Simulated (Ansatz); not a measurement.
## Work function of Mo(100): what the settings cost and change

How far do functional and pseudopotentials move the work function of Mo(100), and at what cost?

Program: Ansatz 0.2.0. Level of theory: plane-wave DFT, PBE, Ansatz PAW, in the first sound run; inputs show where later runs differ. Results are calculated unless marked as measured.

## 1. The structure

The cell holds 7 atoms: 7 Mo. Cell: a = 3.150 Å, b = 3.150 Å, c = 27.450 Å, α = 90.0°, β = 90.0°, γ = 90.0°. Vacuum lies along c.

Structure file:

```cif
data_structure
_symmetry_space_group_name_H-M 'P 1'
_symmetry_Int_Tables_number 1
_cell_length_a 3.1500
_cell_length_b 3.1500
_cell_length_c 27.4500
_cell_angle_alpha 90.000
_cell_angle_beta 90.000
_cell_angle_gamma 90.000
_cell_volume 272.37
loop_
_atom_site_label
_atom_site_type_symbol
_atom_site_fract_x
_atom_site_fract_y
_atom_site_fract_z
_atom_site_occupancy
Mo1 Mo 0.00000 0.00000 0.32787 1
Mo2 Mo 0.50000 0.50000 0.38525 1
Mo3 Mo 0.00000 0.00000 0.44262 1
Mo4 Mo 0.50000 0.50000 0.50000 1
Mo5 Mo 0.00000 0.00000 0.55738 1
Mo6 Mo 0.50000 0.50000 0.61475 1
Mo7 Mo 0.00000 0.00000 0.67213 1
```

## 2. Slab, setting PBE, Ansatz PAW (420 eV)

A work function rests on the faint tail of the density, so the SCF threshold is tight. PBE on the default files comes first; the next runs keep the geometry and change functional or files, each at the cutoff that its files recommend; a relaxation and, for heavy metals, spin-orbit coupling close the ladder.

input.yaml reads:

```yaml
crystal:
  lattice:
    - [3.15, 0.0, 0.0]
    - [0.0, 3.15, 0.0]
    - [0.0, 0.0, 27.45]
  atoms:
    - { symbol: Mo, position: [0.0, 0.0, 0.3278688525] }
    - { symbol: Mo, position: [0.5, 0.5, 0.3852459016] }
    - { symbol: Mo, position: [0.0, 0.0, 0.4426229508] }
    - { symbol: Mo, position: [0.5, 0.5, 0.5] }
    - { symbol: Mo, position: [0.0, 0.0, 0.5573770492] }
    - { symbol: Mo, position: [0.5, 0.5, 0.6147540984] }
    - { symbol: Mo, position: [0.0, 0.0, 0.6721311475] }
kpoints:
  mp_grid: { grid: [13, 13, 1] }
hamiltonian:
  xc: pbe
scf:
  occupations: { method: fermi_dirac, width: 0.1 }
  convergence: { dr2_threshold: 1.0e-09 }
efield:
  axis: 3
  dipole_correction: true
  ramp_position: 0.97
  ramp_width: 0.06
output:
  write_potential: true
  write_density: true
  volumetric_format: npy
  elf: true
```

Run with:

```
$ ansatz run input.yaml --threads 2 --pin off --max-ram 3072MiB --backend cpu --events-out ev --progress --plain --runs-dir out
```

Numbers of over 12 decimals in the logs are rounded to 6 here.

Output:

```text
Engine: ansatz 0.2.0, aarch64-unknown-linux-gnu
Pseudopotentials: kind: paw
Pseudopotential: Mo, paw, valence charge 14, recommended cutoff 420 eV (normal), Mo.paw.azcp
Functional definition: PBE
  parameter kappa = 0.804
  parameter beta = 0.066725
  exchange = pbe_x(kappa = kappa, mu = beta*pi^2/3)
  correlation = pbe_c(beta = beta)
Crystal: 7 atoms, lattice volume = 272.373 Å³
Basis set: ecut = 420 eV, 5379 PW (Γ)
Bands: 59, of which v1, the nominal top of the filled ones, is band 49 counted from 1 (48 counted from 0)
Symmetry: 8 space group operations
k-points: 28 of 169
Non-local potential: Mo, projectors of the file, l = 0: 3, l = 1: 2, l = 2: 2, l = 3: 1
PAW form: soft (Blöchl's): semilocal exchange-correlation on the pseudo side does not see the compensation charge
PAW one-centre angular grid: Mo, 590 points (default); XC on 64 Gauss nodes
Initial density: superposition of atomic densities (neutral atoms: chi_scale 0, normalization atom), corrected by the library's trained network
Initial wavefunctions: pseudopotential atomic-orbital guess
Functional: x = pbe(κ = 0.804, μ = 0.219515), c = pbe(β = 0.066725)
SCF iter   1: F=—  HF=-34688.002867 eV  |F-HF|=—  |Δ(HF+E_count)|=         —  Δρ=8.06e-3  dr2=9.80e-1  ethr=1.77e-3  p=0.000 e·Å  D=1.10e-13 V/Å  ΔV_dip=-0.00 eV  dr2_dipole=2.18e-7  V_vac-E_F(+/−)=4.01/4.01 eV  ⟨swp⟩=8.3  Hψ=7740  notcnv=0
efield: sawtooth ramp at fractional position 0.9700 (set: `efield.ramp_position`, or a place that a band, a saddle search or an elastic batch's reference lends), width 0.0600; the density the first Hamiltonian is built on has a dipole p = 0.000 e·Å; the dipole correction subtracts the counter field D = 1.10e-13 V/Å, which shifts the + side's vacuum level by -0.00 eV against the − side's; the planar-averaged density in the ramp window peaks in size at 1.0e-5 e/Å³
preconditioner: auto → LDOS  [metal: Δε(μ)=0.012 eV  Ē_g=3.724 eV  σ=0.100 eV  W_gap=0.03  n_scr=64 (ndim 8)  ℏωp=14.6 eV  f_vac=0.527  D(μ)=7.27/eV (n_scr^D=54)  β→1.0]
SCF iter   2: F=—  HF=-34687.969475 eV  |F-HF|=—  |Δ(HF+E_count)|=   3.34e-2  Δρ=4.31e-3  dr2=9.30e-2  ethr=1.00e-3  p=0.000 e·Å  D=1.18e-5 V/Å  ΔV_dip=-0.00 eV  dr2_dipole=3.08e-7  V_vac-E_F(+/−)=3.95/3.95 eV  ⟨swp⟩=2.1  Hψ=2141  notcnv=0
SCF iter   3: F=—  HF=-34687.965807 eV  |F-HF|=—  |Δ(HF+E_count)|=   3.67e-3  Δρ=2.55e-3  dr2=3.87e-2  ethr=9.49e-5  p=0.000 e·Å  D=2.20e-6 V/Å  ΔV_dip=-0.00 eV  dr2_dipole=2.21e-8  V_vac-E_F(+/−)=3.95/3.95 eV  ⟨swp⟩=2.1  Hψ=2479  notcnv=0
SCF iter   4: F=—  HF=-34687.962359 eV  |F-HF|=—  |Δ(HF+E_count)|=   3.45e-3  Δρ=2.99e-4  dr2=5.69e-4  ethr=3.95e-5  p=0.000 e·Å  D=1.78e-6 V/Å  ΔV_dip=-0.00 eV  dr2_dipole=1.06e-8  V_vac-E_F(+/−)=3.95/3.95 eV  ⟨swp⟩=2.0  Hψ=2072  notcnv=0
SCF iter   5: F=—  HF=-34687.962447 eV  |F-HF|=—  |Δ(HF+E_count)|=   8.78e-5  Δρ=1.40e-4  dr2=9.48e-5  ethr=5.81e-7  p=0.000 e·Å  D=8.12e-7 V/Å  ΔV_dip=-0.00 eV  dr2_dipole=8.49e-10  V_vac-E_F(+/−)=3.95/3.95 eV  ⟨swp⟩=2.8  Hψ=2560  notcnv=0
SCF iter   6: F=—  HF=-34687.962474 eV  |F-HF|=—  |Δ(HF+E_count)|=   2.75e-5  Δρ=5.30e-5  dr2=1.50e-5  ethr=9.67e-8  p=0.000 e·Å  D=4.43e-7 V/Å  ΔV_dip=-0.00 eV  dr2_dipole=1.64e-11  V_vac-E_F(+/−)=3.95/3.95 eV  ⟨swp⟩=2.0  Hψ=2151  notcnv=0
SCF iter   7: F=—  HF=-34687.962483 eV  |F-HF|=—  |Δ(HF+E_count)|=   9.39e-6  Δρ=1.35e-5  dr2=1.11e-6  ethr=1.53e-8  p=0.000 e·Å  D=1.95e-7 V/Å  ΔV_dip=-0.00 eV  dr2_dipole=1.04e-11  V_vac-E_F(+/−)=3.95/3.95 eV  ⟨swp⟩=2.2  Hψ=2200  notcnv=0
SCF iter   8: F=—  HF=-34687.962851 eV  |F-HF|=—  |Δ(HF+E_count)|=   3.67e-4  Δρ=4.68e-6  dr2=2.63e-7  ethr=1.14e-9  p=0.000 e·Å  D=9.11e-8 V/Å  ΔV_dip=-0.00 eV  dr2_dipole=6.05e-12  V_vac-E_F(+/−)=3.95/3.95 eV  ⟨swp⟩=3.0  Hψ=3189  notcnv=0
SCF iter   9: F=—  HF=-34687.962851 eV  |F-HF|=—  |Δ(HF+E_count)|=   1.62e-7  Δρ=2.21e-6  dr2=3.29e-8  ethr=2.68e-10  p=0.000 e·Å  D=2.82e-8 V/Å  ΔV_dip=-0.00 eV  dr2_dipole=1.77e-13  V_vac-E_F(+/−)=3.95/3.95 eV  ⟨swp⟩=2.4  Hψ=2491  notcnv=0
SCF iter  10: F=—  HF=-34687.962851 eV  |F-HF|=—  |Δ(HF+E_count)|=   2.47e-9  Δρ=8.89e-7  dr2=7.52e-9  ethr=3.36e-11  p=0.000 e·Å  D=1.04e-8 V/Å  ΔV_dip=-0.00 eV  dr2_dipole=1.46e-14  V_vac-E_F(+/−)=3.95/3.95 eV  ⟨swp⟩=3.1  Hψ=3560  notcnv=0
SCF iter  11: F=-34687.962851 eV  HF=-34687.962851 eV  |F-HF|=6.33e-10  |Δ(HF+E_count)|=   2.33e-9  Δρ=2.77e-7  dr2=3.00e-10  ethr=1.02e-12  p=0.000 e·Å  D=1.85e-10 V/Å  ΔV_dip=-0.00 eV  dr2_dipole=1.24e-13  V_vac-E_F(+/−)=3.95/3.95 eV  ⟨swp⟩=2.7  Hψ=5450  notcnv=0
SCF 1 converged in 11 iterations: F = -34687.962851 eV  dr2 = 3.00e-10
  greatest PAW one-centre occupation: 0.998 electrons in one spin orbital (limit 2), on the Mo atom at site 0 (counted from 0), in its partial waves of l = 0
WARN: The output density's exchange-correlation potential varies sharply where the density is thin. Do not read a vacuum level from v_tot or v_xc, or from such a field of the output density. On a cell that repeats whose density bears no net charge and no dipole along the vacuum's axis use v_es (v_loc + v_h of the components); under efield.dipole_correction with no amplitude use v_es + v_field, which holds any externa [...]
SCF converged after 11 iterations
Free energy (F): -34687.962851 eV
Harris-Foulkes:  -34687.962851 eV  (|F-HF|=6.33e-10)
Internal energy: -34687.721187 eV  (E = F + TS)
E sigma→0 (E₀):  -34687.842019 eV
Entropy (-TS):   -0.241664 eV (-34.523 meV/atom)
Fermi energy:    6.157770 eV
Dipole field:    D = -0.000000 V/Å  (p = -0.000001 e·Å, saw-weighted, corrected)
Work function:   Φ+ = 3.9524 eV   Φ− = 3.9524 eV
Levels:          The Fermi level and band energies are counted from a zero that moves with the ramp; work functions are not
--- Per-component energies (eV) ---
  E_band       = -1825.768903
  E_kinetic    = 3076.576474
  E_local      = -149662.820773  (includes V_loc(G=0)·N_el)
  E_nonlocal   = 1002.892566
  E_hartree    = 73180.015711
  E_xc         = -1277.914452
  E_vxc        = -1594.176614  (∫ρ·V_xc dr)
  E_paw        = -22409.297190  (= ΣΔE_a)
  E_vpaw       = -1008.276126  (= ΣTr[D̂ρ^β])
  E_aug_tail   = 0.000298  (compensation charges beyond the density's cutoff)
  E_efield     = 0.000000  (sawtooth field / dipole correction)
  E_vefield    = 0.000000  (∫n·V_field dr)
  E_ewald      = 61402.826179
  E_smearing   = -0.241664  (= −TS)
  E_closure    = 0.000000  (closes the sum)
  Σ components = -34687.962851   (vs F -34687.962851, Δ=0.00e0)
--- Band table (eV; the first three rows and the last of 28) ---
  k-point 0: bands = [... 45 lower, 5.3965, 5.3965, 5.5888, 6.0226, 6.0226, 6.0931, 6.0984, 6.4415, ... 6 higher]
  k-point 1: bands = [... 45 lower, 5.5019, 5.5029, 5.7726, 5.8345, 5.8745, 6.0913, 6.4494, 6.6068, ... 6 higher]
  k-point 2: bands = [... 45 lower, 5.4522, 5.5154, 5.7122, 5.8030, 6.1670, 6.2773, 6.6349, 6.8287, ... 6 higher]
  k-point 27: bands = [... 45 lower, 6.1845, 6.2024, 7.6623, 7.6752, 7.9567, 7.9760, 8.0322, 8.0377, ... 6 higher]
```

The job ended after 75 s (2 threads of Arm Neoverse N1, shared host; peak memory 0.74 GiB; 2.2 min of CPU time).

This step gave:

```
energy at zero smearing   : -34687.8420 eV
work function, upper face : 3.952 eV
```

Running mean over 1.575 Å of the planar mean; the ramp of the sawtooth is left out. Electron's electrostatic potential energy less the Fermi level against z:

```tsv
z (Å)	electron's electrostatic potential energy less the Fermi level (eV)
3.5	3.95
4.0	3.95
4.5	3.95
5.0	3.94
5.5	3.92
6.0	3.87
6.5	3.70
7.0	3.23
7.5	1.68
8.0	-2.51
8.5	-8.15
9.0	-11.5
9.5	-12.3
10.0	-12.5
10.5	-12.6
11.0	-12.8
11.5	-12.8
12.0	-12.8
12.5	-12.8
13.0	-12.8
13.5	-12.7
14.0	-12.7
14.5	-12.8
15.0	-12.8
15.5	-12.8
16.0	-12.8
16.5	-12.8
17.0	-12.6
17.5	-12.5
18.0	-12.3
18.5	-11.3
19.0	-7.65
19.5	-1.98
20.0	1.95
20.5	3.29
21.0	3.73
21.5	3.88
22.0	3.93
22.5	3.94
23.0	3.95
23.5	3.95
24.0	3.95
```

Valence density in the ca plane at fractional y = 0.000, with atoms of Mo within 0.2 Å of it. It is the smooth field of the valence electrons, not physical close to the nuclei.

Values in e/Å³, 5 rows by 16 columns, each cell a mean:
```
0.3 4.2 1.8 0.3 3.4 2.6 0.3 2.6 3.4 0.3 1.8 4.2 0.3 0.0 0.0 0.0
0.1 0.6 0.4 0.3 0.5 0.5 0.3 0.5 0.5 0.3 0.4 0.6 0.1 0.0 0.0 0.0
0.1 0.2 0.3 0.2 0.3 0.3 0.3 0.3 0.3 0.2 0.3 0.2 0.1 0.0 0.0 0.0
0.1 1.3 0.7 0.3 1.1 0.9 0.3 0.9 1.1 0.3 0.7 1.3 0.1 0.0 0.0 0.0
0.3 5.1 2.3 0.3 4.3 3.3 0.3 3.3 4.3 0.3 2.3 5.1 0.3 0.0 0.0 0.0
```
Columns run along c (16.0 Å, from fractional 0.27 to 0.85 of the cell), rows up along a (3.1 Å). Atoms in or near the plane, at fractional coordinates: Mo at (0.33, 0.00), Mo at (0.44, 0.00), Mo at (0.56, 0.00), Mo at (0.67, 0.00).

ELF in the ca plane at fractional y = 0.000, with atoms of Mo within 0.2 Å of it. It is the smooth field of the valence electrons, not physical close to the nuclei.

Ten even steps from '0' (0.00) to '9' (0.72), each cell a mean:
```
01698983442798972443898952534988941000000000
11378854553478743653578634653688621100000000
22223335555422245665322345554333222211000000
34444455545654566556644565455544443321000000
33333345555533356556433455555433333221000000
11245434664344434664344335654455421110000000
01599973552599963543799943544899931000000000
01696783442785872433885952434966951000000000
```
Columns run along c (16.0 Å, from fractional 0.27 to 0.85 of the cell), rows up along a (3.1 Å). Atoms in or near the plane, at fractional coordinates: Mo at (0.33, 0.00), Mo at (0.44, 0.00), Mo at (0.56, 0.00), Mo at (0.67, 0.00).

Electrostatic potential energy in the ca plane at fractional y = 0.000, with atoms of Mo within 0.2 Å of it. With pseudopotentials it is smooth inside the atoms' cores, unlike the true potential.

Values in eV, 5 rows by 16 columns, each cell a mean:
```
  0 -52 -23   4 -44 -34   5 -34 -44   4 -23 -52   0   9  10  10
  7  -5   2   7  -3  -1   7  -1  -3   7   2  -5   7  10  10  10
  9   6   7   7   6   6   7   6   6   7   7   6   9  10  10  10
  5 -18  -4   6 -14  -9   7  -9 -14   6  -4 -18   5  10  10  10
 -2 -61 -30   3 -53 -42   5 -42 -53   3 -30 -61  -2   9  10  10
```
Columns run along c (16.0 Å, from fractional 0.27 to 0.85 of the cell; values clipped at the 3rd and 97th percentile), rows up along a (3.1 Å). Atoms in or near the plane, at fractional coordinates: Mo at (0.33, 0.00), Mo at (0.44, 0.00), Mo at (0.56, 0.00), Mo at (0.67, 0.00).

The work function is 3.952 eV.

## 3. Run

This step: plane-wave DFT, LDA, Ansatz PAW (Ansatz 0.2.0).

Edit input.yaml of step 2 so:

```diff
@@ -16,3 +16,3 @@
 hamiltonian:
-  xc: pbe
+  xc: lda
 scf:
@@ -29,2 +29 @@
   volumetric_format: npy
-  elf: true
```

Output:

```text
[...]
Crystal: 7 atoms, lattice volume = 272.373 Å³
Basis set: ecut = 420 eV, 5379 PW (Γ)
Bands: 59, of which v1, the nominal top of the filled ones, is band 49 counted from 1 (48 counted from 0)
Symmetry: 8 space group operations
k-points: 28 of 169
[...]
k-point 0: bands = [... 45 lower, 5.1008, 5.1008, 5.2829, 5.7293, 5.7293, 5.7700, 5.7749, 6.1396, ... 6 higher]
  k-point 1: bands = [... 45 lower, 5.1911, 5.2037, 5.4775, 5.5192, 5.5715, 5.7737, 6.1412, 6.2807, ... 6 higher]
  k-point 2: bands = [... 45 lower, 5.1450, 5.2099, 5.4132, 5.5038, 5.8454, 5.9699, 6.3373, 6.5049, ... 6 higher]
  k-point 27: bands = [... 45 lower, 5.9013, 5.9207, 7.3347, 7.3467, 7.6449, 7.6515, 7.7002, 7.7239, ... 6 higher]
[key lines of the parts left out:]
SCF converged after 11 iterations
Free energy (F): -33894.925843 eV
Fermi energy:    5.853637 eV
Dipole field:    D = -0.000000 V/Å  (p = -0.000000 e·Å, saw-weighted, corrected)
Work function:   Φ+ = 4.2697 eV   Φ− = 4.2697 eV
```

The job ended after 77 s (2 threads; peak memory 0.73 GiB; 2.2 min of CPU time).

The work function is 4.270 eV, +0.317 eV from the run “PBE, Ansatz PAW (420 eV)”, at 1.0 times its CPU time.

## 4. Run

This step: plane-wave DFT, PBEsol, Ansatz PAW (Ansatz 0.2.0).

Edit input.yaml of step 3 so:

```diff
@@ -16,3 +16,3 @@
 hamiltonian:
-  xc: lda
+  xc: pbesol
 scf:
```

Output:

```text
[...]
Crystal: 7 atoms, lattice volume = 272.373 Å³
Basis set: ecut = 420 eV, 5379 PW (Γ)
Bands: 59, of which v1, the nominal top of the filled ones, is band 49 counted from 1 (48 counted from 0)
Symmetry: 8 space group operations
k-points: 28 of 169
[...]
k-point 0: bands = [... 45 lower, 5.2886, 5.2886, 5.4806, 5.9149, 5.9149, 5.9764, 5.9822, 6.3362, ... 6 higher]
  k-point 1: bands = [... 45 lower, 5.3843, 5.3924, 5.6654, 5.7173, 5.7670, 5.9759, 6.3384, 6.4826, ... 6 higher]
  k-point 2: bands = [... 45 lower, 5.3368, 5.4008, 5.6046, 5.6954, 6.0469, 6.1632, 6.5289, 6.7095, ... 6 higher]
  k-point 27: bands = [... 45 lower, 6.0672, 6.0855, 7.5475, 7.5603, 7.8398, 7.8583, 7.9149, 7.9180, ... 6 higher]
[key lines of the parts left out:]
SCF converged after 11 iterations
Free energy (F): -34277.517236 eV
Fermi energy:    6.041694 eV
Dipole field:    D = 0.000000 V/Å  (p = 0.000000 e·Å, saw-weighted, corrected)
Work function:   Φ+ = 4.0508 eV   Φ− = 4.0508 eV
```

Run time: 76 s. Hardware: 2 threads; peak memory 0.74 GiB.

The work function is 4.051 eV, +0.098 eV from the run “PBE, Ansatz PAW (420 eV)”, at 0.99 times its CPU time.

## 5. Slab

This step: plane-wave DFT, RPBE, Ansatz PAW (Ansatz 0.2.0).

Edit input.yaml of step 4 so:

```diff
@@ -16,3 +16,3 @@
 hamiltonian:
-  xc: pbesol
+  xc: rpbe
 scf:
```

Output:

```text
[...]
Crystal: 7 atoms, lattice volume = 272.373 Å³
Basis set: ecut = 420 eV, 5379 PW (Γ)
Bands: 59, of which v1, the nominal top of the filled ones, is band 49 counted from 1 (48 counted from 0)
Symmetry: 8 space group operations
k-points: 28 of 169
[...]
k-point 0: bands = [... 45 lower, 5.5255, 5.5255, 5.7214, 6.1507, 6.1507, 6.2481, 6.2532, 6.5727, ... 6 higher]
  k-point 1: bands = [... 45 lower, 5.6334, 5.6359, 5.9009, 5.9771, 6.0064, 6.2417, 6.5916, 6.7454, ... 6 higher]
  k-point 2: bands = [... 45 lower, 5.5883, 5.6506, 5.8423, 5.9331, 6.3088, 6.4173, 6.7645, 6.9693, ... 6 higher]
  k-point 27: bands = [... 45 lower, 6.3140, 6.3317, 7.8054, 7.8193, 8.0903, 8.1150, 8.1725, 8.1733, ... 6 higher]
[key lines of the parts left out:]
SCF converged after 11 iterations
Free energy (F): -34737.282430 eV
Fermi energy:    6.291752 eV
Dipole field:    D = -0.000000 V/Å  (p = -0.000000 e·Å, saw-weighted, corrected)
Work function:   Φ+ = 3.7760 eV   Φ− = 3.7760 eV
```

Run time: 79 s. Hardware: 2 threads; peak memory 0.75 GiB.

The work function is 3.776 eV, -0.176 eV from the run “PBE, Ansatz PAW (420 eV)”, at 1.0 times its CPU time.

## 6. Slab

This step: plane-wave DFT, r2SCAN, Ansatz PAW (Ansatz 0.2.0).

Edit input.yaml of step 5 so:

```diff
@@ -16,3 +16,3 @@
 hamiltonian:
-  xc: rpbe
+  xc: r2scan
 scf:
```

Output:

```text
[...]
Crystal: 7 atoms, lattice volume = 272.373 Å³
Basis set: ecut = 500 eV, 6889 PW (Γ), exchange–correlation on 96×96×864 points (64 copies of the dense FFT grid, shifted against one another)
Bands: 59, of which v1, the nominal top of the filled ones, is band 49 counted from 1 (48 counted from 0)
Symmetry: 8 space group operations
k-points: 28 of 169
[...]
k-point 0: bands = [... 45 lower, 5.3516, 5.3516, 5.5869, 6.0122, 6.0122, 6.1686, 6.1775, 6.4735, ... 6 higher]
  k-point 1: bands = [... 45 lower, 5.4779, 5.5217, 5.7506, 5.8782, 5.8834, 6.1496, 6.5055, 6.6805, ... 6 higher]
  k-point 2: bands = [... 45 lower, 5.4548, 5.5156, 5.6936, 5.7953, 6.2592, 6.3114, 6.6709, 6.8940, ... 6 higher]
  k-point 27: bands = [... 45 lower, 6.1487, 6.1583, 7.8549, 7.8696, 8.0771, 8.1966, 8.2103, 8.2682, ... 6 higher]
[key lines of the parts left out:]
SCF converged after 12 iterations
Free energy (F): -34768.562775 eV
Fermi energy:    6.184048 eV
Dipole field:    D = -0.000000 V/Å  (p = -0.000000 e·Å, saw-weighted, corrected)
Work function:   Φ+ = 3.8716 eV   Φ− = 3.8716 eV
```

The job ended after 2.6 min (2 threads; peak memory 1.2 GiB).

The work function is 3.872 eV, -0.081 eV from the run “PBE, Ansatz PAW (420 eV)”, at 2.0 times its CPU time.

## 7. Slab

This step: plane-wave DFT, PBE, JTH PAW (Ansatz 0.2.0).

Edit input.yaml of step 6 so:

```diff
@@ -16,3 +16,4 @@
 hamiltonian:
-  xc: r2scan
+  xc: pbe
+  pseudopotentials: { kind: paw, source: jth }
 scf:
```

Output:

```text
[...]
k-point 0: bands = [... 45 lower, 5.2950, 5.2950, 5.4885, 5.9196, 5.9196, 5.9860, 5.9914, 6.3412, ... 6 higher]
  k-point 1: bands = [... 45 lower, 5.4007, 5.4010, 5.6707, 5.7302, 5.7736, 5.9850, 6.3442, 6.5054, ... 6 higher]
  k-point 2: bands = [... 45 lower, 5.3490, 5.4121, 5.6112, 5.7010, 6.0648, 6.1733, 6.5336, 6.7263, ... 6 higher]
  k-point 27: bands = [... 45 lower, 6.0749, 6.0925, 7.5585, 7.5712, 7.8512, 7.8762, 7.9325, 7.9336, ... 6 higher]
[key lines of the parts left out:]
SCF converged after 11 iterations
Free energy (F): -34654.705767 eV
Fermi energy:    6.053864 eV
Dipole field:    D = -0.000000 V/Å  (p = -0.000000 e·Å, saw-weighted, corrected)
Work function:   Φ+ = 3.9524 eV   Φ− = 3.9524 eV
```

Wall time 13 min (2 threads); peak memory 2.6 GiB.

The work function is 3.952 eV, +0.000 eV from the run “PBE, Ansatz PAW (420 eV)”, at 7.7 times its CPU time.

## 8. Run

This step: plane-wave DFT, PBE, norm-conserving (Ansatz 0.2.0).

Edit input.yaml of step 7 so:

```diff
@@ -17,3 +17,3 @@
   xc: pbe
-  pseudopotentials: { kind: paw, source: jth }
+  pseudopotentials: { kind: nc }
 scf:
```

Output:

```text
[...]
Crystal: 7 atoms, lattice volume = 272.373 Å³
Basis set: ecut = 1088.45545 eV, 22159 PW (Γ)
Bands: 59, of which v1, the nominal top of the filled ones, is band 49 counted from 1 (48 counted from 0)
Symmetry: 8 space group operations
k-points: 28 of 169
[...]
k-point 0: bands = [... 45 lower, 5.5062, 5.5062, 5.6988, 6.1320, 6.1320, 6.2012, 6.2063, 6.5508, ... 6 higher]
  k-point 1: bands = [... 45 lower, 5.6100, 5.6123, 5.8824, 5.9422, 5.9843, 6.1996, 6.5581, 6.7137, ... 6 higher]
  k-point 2: bands = [... 45 lower, 5.5608, 5.6243, 5.8222, 5.9127, 6.2745, 6.3860, 6.7447, 6.9362, ... 6 higher]
  k-point 27: bands = [... 45 lower, 6.2947, 6.3128, 7.7704, 7.7830, 8.0655, 8.0849, 8.1409, 8.1459, ... 6 higher]
[key lines of the parts left out:]
SCF converged after 12 iterations
Free energy (F): -13378.752290 eV
Fermi energy:    6.266303 eV
Dipole field:    D = 0.000001 V/Å  (p = 0.000001 e·Å, saw-weighted, corrected)
Work function:   Φ+ = 3.9527 eV   Φ− = 3.9527 eV
```

Elapsed: 5.6 min, on 2 threads; peak memory 2 GiB; 10 min of CPU time.

The work function is 3.953 eV, +0.000 eV from the run “PBE, Ansatz PAW (420 eV)”, at 4.6 times its CPU time.

(Continued in part 2 of 2.)

[Logs are printed without paths, hosts, clocks, repeated set-up lines and the standing remarks that a program may print on its own settings, such as how far it seeks lower states.]

[Hosts, paths, dates, database ids (printed as entryN), source tags and the programs' standing remarks are cut or masked in the printed files.]

[Maps of the electrostatic potential energy from Ansatz leave out the sawtooth potential of an applied field or a dipole correction, so their vacuum need not be flat; planar profiles and work functions include it.]
